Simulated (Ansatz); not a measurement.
# What KVSe3 in P4mm, a phase reached by a soft mode distorts into, part 2 of 2

Aim: this structure of KVSe3 in P4mm, a phase reached by a soft mode is to be tested for unstable modes, and one is followed downhill.

Ansatz 0.2.0; DFT PBEsol, scalar-relativistic, plane waves, PAW; PAW set soft_1.

So far. Step 4 (The mode frozen in, largest atomic shift 0.14 Å): The run ends at a pressure of 0.05 GPa, with forces up to 0.100 eV/Å. Step 5 (Energy along the mode, all amplitudes (two of the runs …): The lowest of the steps tried is at 0.14 Å, 4.21 meV/atom below the parent; the bottom of the well need not coincide with a step.

The structure was built from a prototype and need not be the compound's stable phase.

**6. Relaxing from the distorted cell**

Starting from the lowest point found, all atoms and the cell are let go, so that strain and other modes of the same symmetry can join in.

input.yaml

```yaml
crystal:
  lattice:
    - [4.6636674864, 0.0, 0.0]
    - [0.0, 4.6636674864, 0.0]
    - [0.0, 0.0, 5.6622121893]
  atoms:
    - { symbol: K, position: [0.0044995867, 0.0044995867, 0.9797117282] }
    - { symbol: V, position: [0.5212268455, 0.5212268455, 0.6001800971] }
    - { symbol: Se, position: [0.4742700988, 0.0021505062, 0.4754561654] }
    - { symbol: Se, position: [0.507658949, 0.507658949, 0.9877865941] }
    - { symbol: Se, position: [0.0021505062, 0.4742700988, 0.4754561654] }
kpoints:
  mp_grid: { grid: [8, 8, 6] }
hamiltonian:
  xc: pbesol
  pseudopotentials: { kind: paw, azcp: { folder: soft_1 }, xc_functional: pbe }
scf:
  occupations: { method: methfessel_paxton, width: 0.2 }
output:
  forces: true
  stress: true
  eigenvalues: true
relax:
  adjacent_minimum: "off"
  f_tol: 0.002
  max_steps: 120
  cell: { stress_tol: 0.03 }
```

Command:

```console
$ ansatz run input.yaml --threads 8 --pin off --max-ram 16384MiB --backend cpu --events-out ev --progress --plain --runs-dir out
```

Numbers of over 12 decimals in the logs are rounded to 6 here.

Log:

```text
[...]
Crystal: 5 atoms, lattice volume = 123.152 Å³
Basis set: ecut = 420 eV, 2411 PW (Γ), exchange–correlation on 64×64×80 points (8 copies of the dense FFT grid, shifted against one another)
Bands: 42, of which v1, the nominal top of the filled ones, is band 35 counted from 1 (34 counted from 0)
Symmetry: 2 space group operations
[...]
k-points: 114 of 384 (time reversal used)
[...]
SCF iter   1: F=—  HF=-20683.852950 eV  |F-HF|=—  |Δ(HF+E_count)|=         —  Δρ=2.09e-1  dr2=9.62e1  ethr=3.10e-3  ⟨swp⟩=7.0  Hψ=18034  notcnv=0
[...]
SCF iter  12: F=-20677.313644 eV  HF=-20677.313644 eV  |F-HF|=5.88e-8  |Δ(HF+E_count)|=   3.42e-8  S|Δr|=    0.00e0  Δρ=5.11e-6  dr2=8.41e-8  ethr=1.43e-10  ⟨swp⟩=7.9  Hψ=20875  notcnv=0
SCF 1 converged in 12 iterations: F = -20677.313644 eV  dr2 = 8.41e-8
[...]
relax step   1: F+E_penalty+E_count = -20677.31364350 eV  Δ(F+E_penalty+E_count) = +0.000e0 eV  max|allowed force component| = 8.832e-2 eV/Å  Δτ_max = 0.0000 Å  P = +0.052 GPa  Ω = 123.152 Å³  (12 SCF iters, dr2 threshold 1.00e-7 eV, accepted)
Crystal: 5 atoms, lattice volume = 123.111 Å³
[...]
iter 1 solved again at ethr=7.47e-6 eV; its pass at ethr=3.10e-3 eV (dr2=5.23e-3 eV) is discarded
[...]
SCF iter   5: F=-20677.329280 eV  HF=-20677.329280 eV  |F-HF|=2.69e-7  |Δ(HF+E_count)|=   6.97e-7  S|Δr|=    0.00e0  Δρ=2.02e-5  dr2=3.90e-7  ethr=7.14e-10  ⟨swp⟩=5.0  Hψ=25066  notcnv=0
SCF 2 converged in 5 iterations: F = -20677.329280 eV  dr2 = 3.90e-7
[...]
relax step   2: F+E_penalty+E_count = -20677.32928010 eV  Δ(F+E_penalty+E_count) = -1.564e-2 eV  max|allowed force component| = 8.899e-2 eV/Å  Δτ_max = 0.0324 Å  P = +0.034 GPa  Ω = 123.111 Å³  energy of the carried Pulay correction = +6.873e-6 eV  (5 SCF iters, dr2 threshold 5.00e-7 eV, accepted)
Crystal: 5 atoms, lattice volume = 123.518 Å³
Basis set: ecut = 420 eV, 2413 PW (Γ), exchange–correlation on 64×64×80 points (8 copies of the dense FFT grid, shifted against one another)
[...]
SCF iter   6: F=-20677.339506 eV  HF=-20677.339506 eV  |F-HF|=2.66e-8  |Δ(HF+E_count)|=   1.51e-7  S|Δr|=    0.00e0  Δρ=7.65e-6  dr2=6.96e-8  ethr=7.14e-10  ⟨swp⟩=7.2  Hψ=25066  notcnv=0
SCF 3 converged in 6 iterations: F = -20677.339506 eV  dr2 = 6.96e-8
relax step   3: F+E_penalty+E_count = -20677.33950589 eV  Δ(F+E_penalty+E_count) = -1.023e-2 eV  max|allowed force component| = 1.170e-1 eV/Å  Δτ_max = 0.0240 Å  P = -0.014 GPa  Ω = 123.518 Å³  energy of the carried Pulay correction = -6.096e-5 eV  (6 SCF iters, dr2 threshold 5.00e-7 eV, accepted)
[...]
relax step   4: F+E_penalty+E_count = -20677.34310795 eV  Δ(F+E_penalty+E_count) = -3.602e-3 eV  max|allowed force component| = 5.570e-2 eV/Å  Δτ_max = 0.0410 Å  P = +0.049 GPa  Ω = 124.348 Å³  energy of the carried Pulay correction = -1.985e-4 eV  (6 SCF iters, dr2 threshold 5.00e-7 eV, accepted)
[...]
relax step   5: F+E_penalty+E_count = -20677.34353577 eV  Δ(F+E_penalty+E_count) = -4.278e-4 eV  max|allowed force component| = 5.232e-2 eV/Å  Δτ_max = 0.0255 Å  P = -0.167 GPa  Ω = 124.853 Å³  energy of the carried Pulay correction = -2.817e-4 eV  (6 SCF iters, dr2 threshold 1.94e-7 eV, accepted)
[...]
relax step   6: F+E_penalty+E_count = -20677.34439012 eV  Δ(F+E_penalty+E_count) = -8.544e-4 eV  max|allowed force component| = 2.692e-2 eV/Å  Δτ_max = 0.0232 Å  P = +0.091 GPa  Ω = 124.623 Å³  energy of the carried Pulay correction = -2.438e-4 eV  (6 SCF iters, dr2 threshold 1.71e-7 eV, accepted)
[...]
relax step   7: F+E_penalty+E_count = -20677.34448222 eV  Δ(F+E_penalty+E_count) = -9.210e-5 eV  max|allowed force component| = 1.759e-2 eV/Å  Δτ_max = 0.0117 Å  P = -0.051 GPa  Ω = 125.031 Å³  energy of the carried Pulay correction = -3.110e-4 eV  (6 SCF iters, dr2 threshold 4.81e-8 eV, accepted)
[...]
relax step   8: F+E_penalty+E_count = -20677.34465908 eV  Δ(F+E_penalty+E_count) = -1.769e-4 eV  max|allowed force component| = 8.718e-3 eV/Å  Δτ_max = 0.0069 Å  P = -0.014 GPa  Ω = 124.866 Å³  energy of the carried Pulay correction = -2.838e-4 eV  (6 SCF iters, dr2 threshold 1.93e-8 eV, accepted)
[...]
relax step   9: F+E_penalty+E_count = -20677.34469330 eV  Δ(F+E_penalty+E_count) = -3.422e-5 eV  max|allowed force component| = 1.089e-3 eV/Å  Δτ_max = 0.0034 Å  P = -0.000 GPa  Ω = 124.805 Å³  energy of the carried Pulay correction = -2.738e-4 eV  (6 SCF iters, dr2 threshold 4.75e-9 eV, accepted)
[...]
SCF iter   8: F=-20677.345243 eV  HF=-20677.345243 eV  |F-HF|=7.28e-12  |Δ(HF+E_count)|=  1.82e-11  S|Δr|=    0.00e0  Δρ=5.66e-8  dr2=5.70e-12  ethr=1.00e-12  ⟨swp⟩=5.1  Hψ=21129  notcnv=0
SCF 10 converged in 8 iterations: F = -20677.345243 eV  dr2 = 5.70e-12
relax step  10: F+E_penalty+E_count = -20677.34524317 eV  Δ(F+E_penalty+E_count) = -5.499e-4 eV  max|allowed force component| = 1.204e-3 eV/Å  Δτ_max = 0.0000 Å  P = +0.004 GPa  Ω = 124.805 Å³  stress off target by 1.76e-2 GPa  SCF on the basis re-selected at this cell (its energy is not comparable with the rows above)  (8 SCF iters)
basis re-selected at this cell: Δ(F+E_penalty+E_count) = -5.499e-4 eV, ΔP = +0.004 GPa vs the last step (what re-selecting the basis moved, of the pressure what is left beyond the Pulay correction that the steps carried, after the strain that the cell walked since its last selection, with what the two solves' SCF thresholds leave and, on support functions, any second-order correction that the steps lacked; it is no m [...]
SCF converged after 8 iterations
[...]
Free energy (F): -20677.345243 eV
[...]
Internal energy: -20677.343636 eV  (E = F + TS)
E sigma→0 (E₀):  -20677.344841 eV
Entropy (-TS):   -0.001608 eV (-0.322 meV/atom)
Fermi energy:    7.550231 eV
[...]
--- Forces (eV/Å), atoms counted from 1 ---
  atom   1  K      0.00108387     0.00108387     0.00007682
  atom   2  V     -0.00035548    -0.00035548    -0.00120334
  atom   3  Se    -0.00002192    -0.00062733     0.00073612
  atom   4  Se    -0.00007892    -0.00007892    -0.00034461
  atom   5  Se    -0.00062733    -0.00002192     0.00073612
  max |Σ_I F_I| component: 1.11e-6 eV/Å
--- Stress (GPa, compression-positive) ---
       -0.000653      -0.000624       0.006231
       -0.000624      -0.000653       0.006231
        0.006231       0.006231       0.013518
  P = ⅓ Tr σ = 0.0041 GPa (0.041 kbar)
--- Band table (eV; the first three rows and the last of 114) ---
  k-point 0: bands = [... 31 lower, 5.2516, 5.6420, 6.1850, 6.9966, 7.4282, 8.9299, 8.9502, 9.3894, ... 3 higher]
  k-point 1: bands = [... 31 lower, 5.2100, 5.5878, 6.1834, 6.9892, 7.4456, 8.8856, 8.9662, 9.3520, ... 3 higher]
  k-point 2: bands = [... 31 lower, 5.1669, 5.4664, 6.1825, 6.9827, 7.5026, 8.8092, 8.9578, 9.3288, ... 3 higher]
  k-point 113: bands = [... 31 lower, 4.6438, 6.5449, 6.9050, 7.6615, 7.6829, 8.0459, 8.6478, 8.8779, ... 3 higher]
--- Relaxed structure (9 steps of the walk, 9 accepted, 1 SCFs on fresh bases) ---
  F+E_penalty+E_count = -20677.34524317 eV   max|allowed force component| = 1.204e-3 eV/Å   (the final SCF, on the basis selected at the relaxed cell)
  cell:  # Å, volume = 124.8050 Å³
    - [4.629474, -0.00382747, 0.126290]
    - [-0.00382747, 4.629474, 0.126290]
    - [0.153330, 0.153330, 5.831670]
  atoms:
    - { symbol: K, position: [0.00352899, 0.00352899, 0.995161] }
    - { symbol: V, position: [0.526239, 0.526239, 0.599126] }
    - { symbol: Se, position: [0.464474, 0.00826976, 0.473014] }
    - { symbol: Se, position: [0.507295, 0.507295, 0.978275] }
    - { symbol: Se, position: [0.00826976, 0.464474, 0.473014] }
```

Run time: 76 s. Hardware: 8 threads of Arm Neoverse V2, shared host; peak memory 0.86 GiB; 9.7 min of CPU time.

Relaxation path:

```
step  energy less that of the first step (eV)  largest force component (eV/Å)  pressure (GPa)  volume (Å³)
   1                                   0.0000                          0.0883            0.05       123.15
   2                                  -0.0156                          0.0890            0.03       123.11
   3                                  -0.0259                          0.1170           -0.01       123.52
   4                                  -0.0295                          0.0557            0.05       124.35
   5                                  -0.0299                          0.0523           -0.17       124.85
   6                                  -0.0307                          0.0269            0.09       124.62
   7                                  -0.0308                          0.0176           -0.05       125.03
   8                                  -0.0310                          0.0087           -0.01       124.87
   9                                  -0.0310                          0.0011            0.00       124.80
 10*                                  -0.0316                          0.0012            0.00       124.80
```

Relaxation steps marked * repeat the geometry before them on a plane-wave basis chosen anew for their cell, so energy and pressure can jump there.

Forces are held to the 2 operations that the run works with; a distortion that breaks them can't arise in this run.

```
     cell as run  before  after  change
           a (Å)   4.664  4.631  -0.7 %
           b (Å)   4.664  4.631  -0.7 %
           c (Å)   5.662  5.836  +3.1 %
           α (°)   90.00  86.93  -3.4 %
           β (°)   90.00  86.93  -3.4 %
           γ (°)   90.00  90.05  +0.1 %
volume (Å³/atom)   24.63  24.96  +1.3 %
```

The atoms that moved most (Å, as changes of fractional coordinates times the final cell):

```
atom      dx      dy      dz  length
  K1  -0.002  -0.002   0.090   0.090
 Se4  -0.003  -0.003  -0.056   0.056
 Se3  -0.046   0.028  -0.015   0.056
 Se5   0.028  -0.046  -0.015   0.056
  V2   0.023   0.023  -0.005   0.033
```

The relaxed structure:

```cif
data_structure
_symmetry_space_group_name_H-M 'P 1'
_symmetry_Int_Tables_number 1
_cell_length_a 4.6312
_cell_length_b 4.6312
_cell_length_c 5.8357
_cell_angle_alpha 86.934
_cell_angle_beta 86.934
_cell_angle_gamma 90.052
_cell_volume 124.80
loop_
_atom_site_label
_atom_site_type_symbol
_atom_site_fract_x
_atom_site_fract_y
_atom_site_fract_z
_atom_site_occupancy
K1 K 0.00353 0.00353 0.99516 1
V2 V 0.52624 0.52624 0.59913 1
Se3 Se 0.46447 0.00827 0.47301 1
Se4 Se 0.50729 0.50729 0.97828 1
Se5 Se 0.00827 0.46447 0.47301 1
```

This step gave:

```
pressure        : 0.004071 GPa
volume per atom : 24.96 Å³
```

The distorted start has space group Cm; the relaxation ends in Cm.

**7. The new phase in its own primitive cell**

The relaxed structure is symmetrised, reduced to its primitive cell and relaxed tightly, as its phonons need.

input.yaml, the sections that differ from step 6:

```yaml
crystal:
  lattice:
    - [3.2732631183, -3.2762387997, 0.0]
    - [3.2732631183, 3.2762387997, 0.0]
    - [-0.4416781903, 0.0, 5.818961439]
  atoms:
    - { symbol: K, position: [0.9964710122, 0.9964710122, 0.9951612203] }
    - { symbol: V, position: [0.4737614609, 0.4737614609, 0.5991257142] }
    - { symbol: Se, position: [0.5355259888, 0.9917302431, 0.4730143738] }
    - { symbol: Se, position: [0.4927053088, 0.4927053088, 0.9782750681] }
    - { symbol: Se, position: [0.9917302431, 0.5355259888, 0.4730143738] }
relax:
  adjacent_minimum: "off"
  f_tol: 0.001
  max_steps: 60
  cell: { stress_tol: 0.01 }
# kpoints, hamiltonian, scf, output: as in step 6
```

Log:

```text
[...]
Crystal: 5 atoms, lattice volume = 124.805 Å³
Basis set: ecut = 420 eV, 2443 PW (Γ), exchange–correlation on 64×64×80 points (8 copies of the dense FFT grid, shifted against one another)
Bands: 42, of which v1, the nominal top of the filled ones, is band 35 counted from 1 (34 counted from 0)
Symmetry: 2 space group operations
[...]
k-points: 114 of 384 (time reversal used)
[...]
cell:  # Å, volume = 124.8877 Å³
    - [3.272687, -3.275771, -0.00183863]
    - [3.272687, 3.275771, -0.00183863]
    - [-0.444869, -5.696880510052411e-19, 5.824923]
  atoms:
    - { symbol: K, position: [0.996426, 0.996426, 0.995547] }
    - { symbol: V, position: [0.473779, 0.473779, 0.599098] }
    - { symbol: Se, position: [0.535554, 0.991684, 0.473021] }
    - { symbol: Se, position: [0.492750, 0.492750, 0.977905] }
    - { symbol: Se, position: [0.991684, 0.535554, 0.473021] }
[key lines of the parts left out:]
SCF converged after 6 iterations
Free energy (F): -20677.345254 eV
Fermi energy:    7.542430 eV
P = ⅓ Tr σ = -0.0004 GPa (-0.004 kbar)
```

Run time: 49 s. Hardware: 8 threads; peak memory 0.87 GiB.

Step by step:

```
step  energy less that of the first step (eV)  largest force component (eV/Å)  pressure (GPa)  volume (Å³)
   1                                   0.0000                          0.0015            0.00       124.80
   2                                   0.0000                          0.0010            0.00       124.84
   3                                   0.0000                          0.0008            0.00       124.87
   4                                   0.0000                          0.0011            0.00       124.89
   5                                   0.0000                          0.0012            0.00       124.89
   6                                   0.0000                          0.0003            0.00       124.89
  7*                                   0.0000                          0.0003            0.00       124.89
```

Relaxation steps marked * repeat the geometry before them on a plane-wave basis chosen anew for their cell, so energy and pressure can jump there. Relaxation step 5 was tried and not accepted.

The run keeps the 2 symmetry operations that it works with, so distortions that break them were not tested.

```
     cell as run  before  after  change
           a (Å)   4.631  4.630  -0.0 %
           b (Å)   4.631  4.630  -0.0 %
           c (Å)   5.836  5.842  +0.1 %
           α (°)   93.07  93.11  +0.0 %
           β (°)   93.07  93.11  +0.0 %
volume (Å³/atom)   24.96  24.98  +0.1 %
```

Final coordinates:

```cif
data_structure
_symmetry_space_group_name_H-M 'P 1'
_symmetry_Int_Tables_number 1
_cell_length_a 4.6305
_cell_length_b 4.6305
_cell_length_c 5.8419
_cell_angle_alpha 93.108
_cell_angle_beta 93.108
_cell_angle_gamma 90.054
_cell_volume 124.89
loop_
_atom_site_label
_atom_site_type_symbol
_atom_site_fract_x
_atom_site_fract_y
_atom_site_fract_z
_atom_site_occupancy
K1 K 0.99643 0.99643 0.99555 1
V2 V 0.47378 0.47378 0.59910 1
Se3 Se 0.53555 0.99168 0.47302 1
Se4 Se 0.49275 0.49275 0.97790 1
Se5 Se 0.99168 0.53555 0.47302 1
```

Numbers from this step:

* pressure: -3.97e-4 GPa
* volume per atom: 24.98 Å³

The largest force component left is 0.26 meV/Å and the pressure is 0.000 GPa, within the tolerances set. The cell now holds 24.98 Å³/atom.

**8. Modes of the new phase**

A relaxed structure may still be a saddle point, so its zone-centre modes are computed. No field response is asked, since the mesh shows no gap.

input.yaml, the sections that differ from step 7:

```yaml
crystal:
  lattice:
    - [3.2726868048, -3.2757714504, -0.0018386269]
    - [3.2726868048, 3.2757714504, -0.0018386269]
    - [-0.4448689982, 0.0, 5.8249227968]
  atoms:
    - { symbol: K, position: [0.9964259875, 0.9964259875, 0.9955466173] }
    - { symbol: V, position: [0.473779194, 0.473779194, 0.5990981616] }
    - { symbol: Se, position: [0.5355543736, 0.991684017, 0.473020532] }
    - { symbol: Se, position: [0.4927504417, 0.4927504417, 0.9779049073] }
    - { symbol: Se, position: [0.991684017, 0.5355543736, 0.473020532] }
output:
  eigenvalues: true
phonons:
  method: dfpt
# kpoints, hamiltonian, scf: as in step 7
# relax: removed
```

Log:

```text
[...]
Crystal: 5 atoms, lattice volume = 124.888 Å³
Basis set: ecut = 420 eV, 2443 PW (Γ), exchange–correlation on 64×64×80 points (8 copies of the dense FFT grid, shifted against one another)
Bands: 42, of which v1, the nominal top of the filled ones, is band 35 counted from 1 (34 counted from 0)
Symmetry: 2 space group operations
k-points: 196 of 384 (irreducible under 1 space group operation, time reversal used)
[...]
SCF iter   1: F=—  HF=-20683.843756 eV  |F-HF|=—  |Δ(HF+E_count)|=         —  Δρ=2.05e-1  dr2=9.47e1  ethr=3.10e-3  ⟨swp⟩=7.0  Hψ=31050  notcnv=0
[...]
SCF iter  18: F=-20677.345254 eV  HF=-20677.345254 eV  |F-HF|=3.64e-12  |Δ(HF+E_count)|=  7.28e-12  S|Δr|=    0.00e0  Δρ=4.28e-8  dr2=5.14e-12  ethr=1.00e-12  ⟨swp⟩=7.6  Hψ=40117  notcnv=0
SCF 1 converged in 18 iterations: F = -20677.345254 eV  dr2 = 5.14e-12
[...]
SCF converged after 18 iterations
[...]
Free energy (F): -20677.345254 eV
[...]
Internal energy: -20677.343620 eV  (E = F + TS)
E sigma→0 (E₀):  -20677.344846 eV
Entropy (-TS):   -0.001634 eV (-0.327 meV/atom)
Fermi energy:    7.542430 eV
[...]
--- Band table (eV; the first three rows and the last of 196) ---
  k-point 0: bands = [... 31 lower, 5.2417, 5.6354, 6.1770, 6.9909, 7.4220, 8.9230, 8.9439, 9.3847, ... 3 higher]
  k-point 1: bands = [... 31 lower, 5.2029, 5.5814, 6.1754, 6.9831, 7.4390, 8.8792, 8.9599, 9.3473, ... 3 higher]
  k-point 2: bands = [... 31 lower, 5.1608, 5.4601, 6.1745, 6.9758, 7.4952, 8.8036, 8.9526, 9.3200, ... 3 higher]
  k-point 195: bands = [... 31 lower, 4.6379, 6.5320, 6.8930, 7.6531, 7.6743, 8.0382, 8.6423, 8.8635, ... 3 higher]
[...]
k mesh reduced under 1 symmetry operation, with k and −k counted as one. Each operation leaves every solved perturbation unchanged. A smaller set is not used because it would not reduce the number of displacements times k-points to solve
  ASR residual: 3.260e-5 → 0.000e0 eV/Å²; symmetrization residual: 6.712e-6 eV/Å²
  ASR residual per site (eV/Å²): 3.26e-5 1.19e-5 2.81e-5 2.49e-5 2.81e-5
[...]
```

The job ended after 2.9 min (8 threads; peak memory 3.4 GiB; 22 min of CPU time).

Numbers from this step:

```yaml
sum_rule_residual_before_enforcement: 3.26e-5 eV/Å²
point_group: m
highest_optical_mode_at_the_zone_centre_no_lo_to_term: 380.2 cm⁻¹
lowest_optical_zone_centre_mode: -60.37 cm⁻¹
```

Patterns of degenerate modes are one choice out of their space. The modes at Γ (shares of kinetic energy by element, %) (negative means imaginary):

```
mode  frequency (cm⁻¹)  symmetry  K %  V %  Se %
   1             -60.4       A''    1   21    78
   2               0.0  acoustic   12   16    72
   3               0.0  acoustic   12   16    72
   4               0.0  acoustic   12   16    72
   5              59.1        A'   69    2    29
   6              69.3        A'   40    2    58
   7              69.5       A''   11    9    80
   8              91.8       A''   20   10    69
   9             123.8        A'   18   24    59
  10             135.8        A'   41    6    53
  11             136.1       A''   56    1    43
  12             145.9        A'    8   18    74
  13             237.1        A'    0   51    49
  14             251.2       A''    0   43    57
  15             380.2        A'    0   66    34
```

Before it was imposed, the acoustic sum rule was missed by 3.3e-5 eV/Å². Small misses are needed for a sound result but don't prove that mesh and cutoff are converged. The lowest optical mode is imaginary, 60.4i cm⁻¹, so the energy falls along it.

**9. Outcome**

```json
{"unstable mode of the parent": "q = (0, 0, 0), 77i cm⁻¹", "depth at the lowest point sampled": "4.21 meV/atom", "largest atomic shift at that point": "0.14 Å", "space group reached (within 0.01 Å)": "Cm", "energy gained over the parent (first relaxation, on the mesh of the frozen mode)": "10.4 meV/atom", "volume per atom, phase reached": "25.0 Å³", "lowest optical zone-centre mode, phase reached": "-60.4 cm⁻¹", "highest optical mode at the zone centre (no LO-TO term), phase reached": "380 cm⁻¹"}
```

Along this mode the structure falls into Cm, 10.4 meV/atom below the parent. At the parent's cell the well is 4.213 meV/atom deep on the steps tried, with its lowest point at a shift of 0.14 Å. Relaxing atoms and cell changes the gain by +6.14 meV/atom against the lowest step (energies at zero smearing). The new phase still has an imaginary mode at the zone centre of its cell, so it is a saddle point on the way to a lower structure. Of the 2 patterns followed to their end from this parent, this one ends 9.47 meV/atom above the lowest, Pm. Each path keeps the symmetry of its pattern, so a lower phase may lie along a pattern not tried. With no gap, or one that is small against the smearing, the frequencies hang on the k mesh and the smearing, most of all near Kohn anomalies. The phonon runs are without spin polarisation, although V often carries a moment. The PAW files were made for PBE and serve the other functionals too. The starting cell was built on a prototype and not taken from a measurement, so the phase need not exist.

[Logs are printed without paths, hosts, clocks, repeated set-up lines and the standing remarks that a program may print on its own settings, such as how far it seeks lower states.]

[Hosts, paths, dates, database ids (printed as entryN), source tags and the programs' standing remarks are cut or masked in the printed files.]
